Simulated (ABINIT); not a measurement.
# KMgH3 (Pm-3m): G0W0 in ABINIT against the exchange cutoff, part 2 of 2

Aim: move the exchange cutoff of a G0W0 run on KMgH3 (Pm-3m) over a wide range.

ABINIT 10.8.3; LDA and many-body steps on it, plane waves. Known limits of the many-body steps: not at the basis limit; coarse k mesh.

So far. Step 2 (Screening, 2×2×2 mesh, 37 bands, screening to 106.1 eV): Local fields lower ε∞ by 11 %. On a Γ-centred mesh this coarse the value itself is usually too large, while a short band sum pulls it down.

## (5) 15.2 Ha

Level of this step: G0W0 on LDA, plane waves, norm-conserving pseudopotentials (ABINIT).

The self-energy is evaluated for the states that the input lists, and the levels follow from it, in one-shot runs by the linearised quasiparticle equation.

File run.abi:

```
acell 3*1.0 Angstrom
rprim 
  4.025000000000 0.000000000000 0.000000000000
  0.000000000000 4.025000000000 0.000000000000
  0.000000000000 0.000000000000 4.025000000000
ntypat 3
znucl 19 12 1
natom 5
typat 1 2 3 3 3
xred 
  0.000000000000 0.000000000000 0.000000000000
  0.500000000000 0.500000000000 0.500000000000
  0.000000000000 0.500000000000 0.500000000000
  0.500000000000 0.000000000000 0.500000000000
  0.500000000000 0.500000000000 0.000000000000
pp_dirpath "pseudos"
pseudos "K.upf, Mg.upf, H.upf"
ecut 38
ngkpt 2 2 2
nshiftk 1
shiftk 0 0 0
kptopt 1
chksymbreak 0
istwfk *1
occopt 1
irdwfk 1
optdriver 4
nband 37
gwcalctyp 0
ecutsigx 15.2
symsigma 1
nkptgw 3
kptgw 
  0.5000000000 0.0000000000 0.0000000000
  0.5000000000 0.5000000000 0.5000000000
  0.0000000000 0.0000000000 0.0000000000
bdgw 
  10 13
  9 15
  10 14
ecuteps 3.9
irdscr 1
ppmodel 1
indata_prefix "in"
outdata_prefix "out"
tmpdata_prefix "tmp"
```

Command:

```
OMP_NUM_THREADS=1 mpirun -n 4 abinit run.abi > log
```

Output:

```text
.Version 10.8.3 of ABINIT. v10.8.2 released Aug 2026.

 Symmetries : space group Pm -3 m (#221); Bravais cP (primitive cubic)
[... echo of the input left out ...]
== DATASET  1 ==================================================================
-   mpi_nproc: 4, omp_nthreads: 1 (-1 if OMP is not activated)

--- !DatasetInfo
iteration_state: {dtset: 1, }
dimensions: {natom: 5, nkpt: 4, mband: 37, nsppol: 1, nspinor: 1, nspden: 1, mpw: 4950, }
cutoff_energies: {ecut:  38.0, pawecutdg:  -1.0, }
[...]
Band     E0 <VxcDFT>   SigX SigC(E0)      Z dSigC/dE  Sig(E)    E-E0       E
[...]
13   7.350  -9.313  -4.043  -3.292   0.816  -0.225  -7.698   1.614   8.965
       14   7.350  -9.313  -4.043  -3.292   0.816  -0.225  -7.698   1.614   8.965

== END DATASET(S) ==============================================================
================================================================================

 -outvars: echo values of variables after computation  --------
           etotal      0.0000000000E+00
            nband          37
             nkpt           4
          spgroup         221
 [... the other variables as echoed above ...]

 Calculation completed.
```

Elapsed: 4.2 s, on 4 MPI ranks of Arm Neoverse V1, shared host; peak memory 0.49 GiB.

This step gave:

```yaml
g0w0_gap_on_the_points_computed: 4.237 eV
starting_gap_on_the_mesh: 2.048 eV
k_of_the_valence_top: 0.5, 0, 0
k_of_the_conduction_bottom: 0.5, 0.5, 0.5
least_direct_g0w0_gap_on_the_computed_points: 6.485 eV
```

The gap on the mesh goes from 2.05 eV to 4.24 eV, a correction of +2.19 eV.

## (6) 26.6 Ha

run.abi, as its differences from that of step 5:

```diff
@@ -29,3 +29,3 @@
 gwcalctyp 0
-ecutsigx 15.2
+ecutsigx 26.6
 symsigma 1
```

Output:

```text
.Version 10.8.3 of ABINIT. v10.8.2 released Aug 2026.

 Symmetries : space group Pm -3 m (#221); Bravais cP (primitive cubic)
[... echo of the input left out ...]
== DATASET  1 ==================================================================
-   mpi_nproc: 4, omp_nthreads: 1 (-1 if OMP is not activated)

--- !DatasetInfo
iteration_state: {dtset: 1, }
dimensions: {natom: 5, nkpt: 4, mband: 37, nsppol: 1, nspinor: 1, nspden: 1, mpw: 4950, }
cutoff_energies: {ecut:  38.0, pawecutdg:  -1.0, }
[...]
Band     E0 <VxcDFT>   SigX SigC(E0)      Z dSigC/dE  Sig(E)    E-E0       E
[...]
13   7.350  -9.313  -4.138  -3.292   0.816  -0.225  -7.775   1.537   8.888
       14   7.350  -9.313  -4.138  -3.292   0.816  -0.225  -7.775   1.537   8.888

== END DATASET(S) ==============================================================
================================================================================

 -outvars: echo values of variables after computation  --------
           etotal      0.0000000000E+00
            nband          37
             nkpt           4
          spgroup         221
 [... the other variables as echoed above ...]

 Calculation completed.
```

It took 4.3 s on 4 MPI ranks; peak memory 0.57 GiB; 17 s of CPU time.

This step gave:

| Item | Value |
| --- | --- |
| G0W0 gap on the points computed | 4.145 eV |
| starting gap on the mesh | 2.048 eV |
| k of the valence top | 0.5, 0, 0 |
| k of the conduction bottom | 0.5, 0.5, 0.5 |
| least direct G0W0 gap on the computed points | 6.422 eV |

Against the run before, the gap moves by −0.092 eV.

## (7) 38 Ha

run.abi, as its differences from that of step 6:

```diff
@@ -29,3 +29,3 @@
 gwcalctyp 0
-ecutsigx 26.6
+ecutsigx 38
 symsigma 1
```

Output:

```text
.Version 10.8.3 of ABINIT. v10.8.2 released Aug 2026.

 Symmetries : space group Pm -3 m (#221); Bravais cP (primitive cubic)
[... echo of the input left out ...]
== DATASET  1 ==================================================================
-   mpi_nproc: 4, omp_nthreads: 1 (-1 if OMP is not activated)

--- !DatasetInfo
iteration_state: {dtset: 1, }
dimensions: {natom: 5, nkpt: 4, mband: 37, nsppol: 1, nspinor: 1, nspden: 1, mpw: 4950, }
cutoff_energies: {ecut:  38.0, pawecutdg:  -1.0, }
[...]
Band     E0 <VxcDFT>   SigX SigC(E0)      Z dSigC/dE  Sig(E)    E-E0       E
[...]
13   7.350  -9.313  -4.160  -3.292   0.816  -0.225  -7.793   1.520   8.870
       14   7.350  -9.313  -4.160  -3.292   0.816  -0.225  -7.793   1.520   8.870

== END DATASET(S) ==============================================================
================================================================================

 -outvars: echo values of variables after computation  --------
           etotal      0.0000000000E+00
            nband          37
             nkpt           4
          spgroup         221
 [... the other variables as echoed above ...]

 Calculation completed.
```

The job ended after 4.5 s (4 MPI ranks; peak memory 0.63 GiB; 17 s of CPU time).

This step gave:

```
G0W0 gap on the points computed              : 4.135 eV
starting gap on the mesh                     : 2.048 eV
k of the valence top                         : 0.5, 0, 0
k of the conduction bottom                   : 0.5, 0.5, 0.5
least direct G0W0 gap on the computed points : 6.418 eV
```

Against the run before, the gap moves by −0.010 eV.

## (8) The runs together

Times are wall times on 4 MPI ranks of Arm Neoverse V1, shared host, good to a factor of about two. A run's time includes the screening step that it read.

```csv
run,mesh,bands,screening cutoff (eV),DFT gap (eV),gap on the mesh (eV),direct (eV),ε∞ used,time
3.8 Ha,2×2×2,37,106.1,2.048,4.841,6.987,4.36,7.9 s
7.6 Ha,2×2×2,37,106.1,2.048,4.534,6.730,4.36,8 s
15.2 Ha,2×2×2,37,106.1,2.048,4.237,6.485,4.36,8.1 s
26.6 Ha,2×2×2,37,106.1,2.048,4.145,6.422,4.36,8.1 s
38 Ha,2×2×2,37,106.1,2.048,4.135,6.418,4.36,8.3 s
```

## (9) Results

- 3.8 Ha: 4.841 eV
- 7.6 Ha: 4.534 eV
- 15.2 Ha: 4.237 eV
- 26.6 Ha: 4.145 eV
- 38 Ha: 4.135 eV
- known limits: not at the basis limit; coarse k mesh

The setting moved: exchange cutoff. From 3.8 Ha to 38 Ha the gap moves by −0.71 eV. It holds to 0.03 eV from 26.6 Ha on. Bands and screening cutoff are coupled, so a series along one setting does not show full convergence. Below the screening cutoff the correlation part is cut too. Bands and cutoff are finite, so the gap is not at the basis limit. The miss can reach some tenths of an eV and take either sign; the mesh is an error of its own. In the G0W0 runs levels were corrected at 3 k points alone, so a gap called «on the mesh» is the least over those, and an edge elsewhere would be missed. The 2×2×2 mesh is coarse for this cell, which bears on the long-range parts of exchange and screening. This is the ideal cubic cell; many perovskites, halides above all, are cubic only on average, and local tilts or off-centring can widen the gap.

[Paths, hosts, dates, memory and timing lines, banners, echoed tables and standing remarks are left out of the program output.]

[Logs are printed without paths, hosts, clocks, repeated set-up lines and the standing remarks that a program may print on its own settings, such as how far it seeks lower states.]

[Runs of the session that timed out or met a known fault of the program may be left out.]

[Hosts, paths, dates, database ids (printed as entryN), source tags and the programs' standing remarks are cut or masked in the printed files.]

[G0W0 gaps are taken among the corrected bands and points alone; a level outside them can change the order at an edge.]

[Where Ansatz stands beside ABINIT at settings called matched, ABINIT's density can come from a denser mesh and the files from another edition; pairs whose starting gaps differed by over 0.03 eV were left out, so agreement reads better than it is.]
